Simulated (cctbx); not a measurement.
## Sr4Cr2FeS2O6: as given, inverted or twinned?

Space group P-4m2 (no. 115), a = 3.9840 Å, b = 3.9840 Å, c = 16.0820 Å, α = 90.00°, β = 90.00°, γ = 90.00°.

```csv
atom,mult.,x,y,z,Ueq (Å²)
Sr1,2,0,1/2,0.5882,0.0032
Sr2,2,0,1/2,0.8132,0.0033
Fe1,1,0,0,0,0.0043
Cr1,2,1/2,0,0.6887,0.0039
S1,2,1/2,0,0.9043,0.0043
O1,2,1/2,0,0.5687,0.0065
O2,2,1/2,1/2,0.7091,0.0071
O3,2,0,0,0.7074,0.0068
```

The model was made for the exercise: a known structure type with other elements put in, its volume estimated, not relaxed; displacement parameters are assumed.

Data sets are simulated with cctbx and refined with Bijvoet mates kept apart; Flack x is then fitted as the share of an inverted twin with the atoms fixed, Hooft y from the Bijvoet differences. The group is acentric but holds improper operations, so there is an absolute structure (orientation) and no hand.

Untwinned crystal. What Flack and Hooft values should come out?

```csv
λ (Å),extinction (unmodelled),d min (Å),top counts,error (%),model,R1,Flack x,s.u.,Hooft y,s.u.,pairs
0.71073,0.3,0.77,5000,4,as given,0.0269,-0.02,0.03,-0.041,0.031,152
0.71073,0.3,0.77,5000,4,inverted,0.0489,1.03,0.04,1.072,0.033,152
1.54184,0.1,0.83,70000,6,as given,0.0130,-0.012,0.006,-0.016,0.009,119
```

With Mo Kα, x is within 3 s.u. of 0, so the absolute structure is right. With Cu Kα, x is within 3 s.u. of 0, so the absolute structure is right. Inverting the model turns x into about 1 − x.

A further crystal gives:

```csv
λ (Å),extinction (unmodelled),d min (Å),top counts,error (%),model,R1,Flack x,s.u.,Hooft y,s.u.,pairs
0.6889,0,0.75,70000,2,as given,0.0119,0.296,0.012,0.302,0.007,166
```

**Question.** What is it?

It was simulated as an inversion twin with a fraction 0.3 of the inverted domain. Flack x is over 3 s.u. from both 0 and 1 and reads that fraction.

[Logs are printed without paths, hosts, clocks, repeated set-up lines and the standing remarks that a program may print on its own settings, such as how far it seeks lower states.]
